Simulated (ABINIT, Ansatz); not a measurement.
## InSe (R3m): one start, several treatments of the self-energy

Aim: compare treatments of exchange, screening and correlation for the gap of InSe (R3m).

Program: ABINIT 10.8.3. Level of theory: LDA and many-body steps on it, plane waves. Results are calculated unless marked as measured.

Report form: the programs' logs are mostly left out.

## 1. The starting structure

The structure is trigonal, space group R3m (No. 160). The conventional cell has a = 4.000 Å, b = 4.000 Å, c = 24.950 Å, α = 90.00°, β = 90.00°, γ = 120.00°. Nearest to In lie 3 Se at 2.64 Å and 1 In at 2.80 Å. Se has 3 In at 2.64 Å nearest. Nearest to Se lie 3 In at 2.64 Å. Farther neighbours and most contacts between anions are not listed.

The cell and positions come from the Crystallography Open Database and are kept as given unless a step says otherwise.

## 2. Empty states on the mesh, 4×4×4 mesh, 336 bands

This step: ABINIT 10.8.3; DFT, LDA, plane waves, norm-conserving pseudopotentials.

The sums over transitions need many empty states on a uniform mesh; this step solves for them.

File run.abi:

```
acell 3*1.0 Angstrom
rprim 
  2.000000000018 1.154700538390 8.316666666700
  -2.000000000018 1.154700538390 8.316666666700
  -0.000000000000 -2.309401076779 8.316666666700
ntypat 2
znucl 49 34
natom 4
typat 1 1 2 2
xred 
  0.000000000000 0.000000000000 0.000000000000
  0.112200000000 0.112200000000 0.112200000000
  0.615500000000 0.615500000000 0.615500000000
  0.830000000000 0.830000000000 0.830000000000
pp_dirpath "pseudos"
pseudos "In.upf, Se.upf"
ecut 48
ngkpt 4 4 4
nshiftk 1
shiftk 0 0 0
kptopt 1
chksymbreak 0
iscf -2
irdden 1
istwfk *1
nband 336
nbdbuf 30
tolwfr 1e-09
nstep 60
prtvol 0
indata_prefix "in"
outdata_prefix "out"
tmpdata_prefix "tmp"
```

Launch:

```sh
$ OMP_NUM_THREADS=1 mpirun -n 13 abinit run.abi > log
```

Elapsed: 6.5 min, on 13 MPI ranks of Arm Neoverse V1, shared host; peak memory 3.3 GiB; 84 min of CPU time.

Numbers from this step:

- gap: 0.1810 eV
- k of the valence top: 0.5, 0.5, 0.5
- k of the conduction bottom: 0.5, 0.5, 0.5
- least direct gap: 0.1810 eV
- k points computed: 13
- lowest point of the top converged band, above the valence top: 90.8400 eV

On this mesh the gap is 0.181 eV.

The density comes from a self-consistent run that is not shown.

## 3. Screening, 4×4×4 mesh, 151 bands, screening to 114.3 eV

The RPA dielectric matrix is built and inverted for each q.

This step: RPA screening on LDA, plane waves, norm-conserving pseudopotentials.

Changes to run.abi since step 2:

```diff
@@ -22,10 +22,11 @@
 chksymbreak 0
-iscf -2
-irdden 1
 istwfk *1
-nband 336
-nbdbuf 30
-tolwfr 1e-09
-nstep 60
-prtvol 0
+occopt 1
+irdwfk 1
+optdriver 3
+nband 151
+ecuteps 4.2
+inclvkb 2
+awtr 1
+symchi 1
 indata_prefix "in"
@@ -33 +34,2 @@
 tmpdata_prefix "tmp"
+gwmem 10
```

Launch:

```sh
$ OMP_NUM_THREADS=1 mpirun -n 16 abinit run.abi > log
```

Wall time 27 min (16 MPI ranks); peak memory 6.9 GiB; 7.2 h of CPU time.

Numbers from this step:

```yaml
eps_infinity_with_local_fields_on_this_mesh_along_the_program_s_q_direction: 105.6
the_same_without_local_fields: 116.4
plasma_frequency: 32.82 eV
plane_waves_in_the_screening_matrix: 321
```

Local fields lower ε∞ by 9 %. The value itself is an artefact of the mesh, where one narrow direct gap carries too much weight.

## 4. G0W0, Godby-Needs plasmon pole

The self-energy is evaluated for the states that the input lists, and the levels follow from it, in one-shot runs by the linearised quasiparticle equation.

This step: G0W0 on LDA, plane waves, norm-conserving pseudopotentials.

Changes to run.abi since step 3:

```diff
@@ -25,8 +25,17 @@
 irdwfk 1
-optdriver 3
+optdriver 4
 nband 151
+gwcalctyp 0
+ecutsigx 48
+symsigma 1
+nkptgw 2
+kptgw 
+  0.5000000000 0.5000000000 0.5000000000
+  0.0000000000 0.0000000000 0.0000000000
+bdgw 
+  43 47
+  44 47
 ecuteps 4.2
-inclvkb 2
-awtr 1
-symchi 1
+irdscr 1
+ppmodel 1
 indata_prefix "in"
@@ -34,2 +43,2 @@
 tmpdata_prefix "tmp"
-gwmem 10
+gwmem 00
```

The job ended after 40 s (16 MPI ranks; peak memory 11 GiB; 11 min of CPU time).

Numbers from this step:

```
G0W0 gap on the points computed              : 0.79 eV
starting gap on the mesh                     : 0.1810 eV
k of the valence top                         : 0.5, 0.5, 0.5
k of the conduction bottom                   : 0.5, 0.5, 0.5
Z at the valence top                         : 0.789
Z at the conduction bottom                   : 0.801
least direct G0W0 gap on the computed points : 0.79 eV
```

The gap on the mesh goes from 0.18 eV to 0.79 eV, a correction of +0.61 eV.

## 5. G0W0, Hybertsen-Louie plasmon pole

Changes to run.abi since step 4:

```diff
@@ -39,3 +39,3 @@
 irdscr 1
-ppmodel 1
+ppmodel 2
 indata_prefix "in"
```

Run time: 41 s. Hardware: 16 MPI ranks; peak memory 11 GiB; 11 min of CPU time.

Numbers from this step:

```yaml
g0w0_gap_on_the_points_computed: 0.7610 eV
starting_gap_on_the_mesh: 0.1810 eV
k_of_the_valence_top: 0.5, 0.5, 0.5
k_of_the_conduction_bottom: 0.5, 0.5, 0.5
z_at_the_valence_top: 0.87
z_at_the_conduction_bottom: 0.875
least_direct_g0w0_gap_on_the_computed_points: 0.7610 eV
```

Against G0W0 in ABINIT (4×4×4 mesh, 151 bands, screening to 114.3 eV, Godby-Needs plasmon pole), the gap moves by −0.029 eV.

## 6. G0W0, von der Linden-Horsch plasmon pole

Changes to run.abi since step 5:

```diff
@@ -39,3 +39,3 @@
 irdscr 1
-ppmodel 2
+ppmodel 3
 indata_prefix "in"
```

The job ended after 42 s (16 MPI ranks; peak memory 11 GiB; 11 min of CPU time).

This step gave:

```
G0W0 gap on the points computed              : 0.8310 eV
starting gap on the mesh                     : 0.1810 eV
k of the valence top                         : 0.5, 0.5, 0.5
k of the conduction bottom                   : 0.5, 0.5, 0.5
least direct G0W0 gap on the computed points : 0.8310 eV
```

Against G0W0 in ABINIT (4×4×4 mesh, 151 bands, screening to 114.3 eV, Godby-Needs plasmon pole), the gap moves by +0.041 eV.

## 7. One-shot Hartree-Fock

This step: one-shot Hartree-Fock on LDA, plane waves, norm-conserving pseudopotentials.

Changes to run.abi since step 6:

```diff
@@ -26,4 +26,4 @@
 optdriver 4
-nband 151
-gwcalctyp 0
+nband 49
+gwcalctyp 5
 ecutsigx 48
@@ -37,5 +37,4 @@
   44 47
-ecuteps 4.2
-irdscr 1
-ppmodel 3
+ixc_sigma 40
+fftgw 31
 indata_prefix "in"
```

Elapsed: 27 s, on 16 MPI ranks; peak memory 10 GiB.

Numbers from this step:

| Quantity | Value |
| --- | --- |
| quasiparticle gap on the points computed | 4.619 eV |
| starting gap on the mesh | 0.1810 eV |
| k of the valence top | 0.5, 0.5, 0.5 |
| k of the conduction bottom | 0.5, 0.5, 0.5 |
| least direct quasiparticle gap on the computed points | 4.619 eV |

Against G0W0 in ABINIT (4×4×4 mesh, 151 bands, screening to 114.3 eV, Godby-Needs plasmon pole), the gap moves by +3.829 eV.

## 8. Side by side

Times are wall times on 16 MPI ranks of Arm Neoverse V1, shared host, good to a factor of about two. A run's time includes the screening step that it read.

| run | mesh | bands | screening cutoff (eV) | DFT gap (eV) | gap on the mesh (eV) | direct (eV) | ε∞ used | time |
| --- | --- | --- | --- | --- | --- | --- | --- | --- |
| G0W0, Godby-Needs plasmon pole | 4×4×4 | 151 | 114.3 | 0.181 | 0.790 | 0.790 | 105.61 | 28 min |
| G0W0, Hybertsen-Louie plasmon pole | 4×4×4 | 151 | 114.3 | 0.181 | 0.761 | 0.761 | 105.61 | 28 min |
| G0W0, von der Linden-Horsch plasmon pole | 4×4×4 | 151 | 114.3 | 0.181 | 0.831 | 0.831 | 105.61 | 28 min |
| one-shot Hartree-Fock | 4×4×4 | - | - | 0.181 | 4.619 | 4.619 | - | 27 s |

## 9. Results

```json
{
  "G0W0, Godby-Needs plasmon pole": "0.790 eV",
  "G0W0, Hybertsen-Louie plasmon pole": "0.761 eV",
  "G0W0, von der Linden-Horsch plasmon pole": "0.831 eV",
  "one-shot Hartree-Fock": "4.619 eV",
  "known limits": "not at the basis limit; screening runs away on this mesh; no spin-orbit coupling"
}
```

**Reading.** G0W0, Hybertsen-Louie plasmon pole: −0.029 eV against G0W0, Godby-Needs plasmon pole. G0W0, von der Linden-Horsch plasmon pole: +0.041 eV against G0W0, Godby-Needs plasmon pole. One-shot Hartree-Fock: +3.829 eV against G0W0, Godby-Needs plasmon pole. Bare exchange alone opens the gap to 4.62 eV; against G0W0, correlation takes back 3.83 eV. Bands and cutoff are finite, so the gap is not at the basis limit. The miss can reach some tenths of an eV and take either sign; the mesh is an error of its own. In the G0W0 runs levels were corrected at 2 k points alone, so a gap called «on the mesh» is the least over those, and an edge elsewhere would be missed. For the LDA start: On this mesh the RPA ε∞ passes 90, more than nearly any semiconductor shows; a coarse mesh does this where one point with a narrow direct gap carries much weight. The screening is then too strong, and the G0W0 gap should not be taken as the material's. The many-body steps are scalar-relativistic: spin-orbit coupling is not in them.

[Paths, hosts, dates, memory and timing lines, banners, echoed tables and standing remarks are left out of the program output.]

[Logs are printed without paths, hosts, clocks, repeated set-up lines and the standing remarks that a program may print on its own settings, such as how far it seeks lower states.]

[Runs of the session that timed out or met a known fault of the program may be left out.]

[Hosts, paths, dates, database ids (printed as entryN), source tags and the programs' standing remarks are cut or masked in the printed files.]

[G0W0 gaps are taken among the corrected bands and points alone; a level outside them can change the order at an edge.]

[Where Ansatz stands beside ABINIT at settings called matched, ABINIT's density can come from a denser mesh and the files from another edition; pairs whose starting gaps differed by over 0.03 eV were left out, so agreement reads better than it is.]
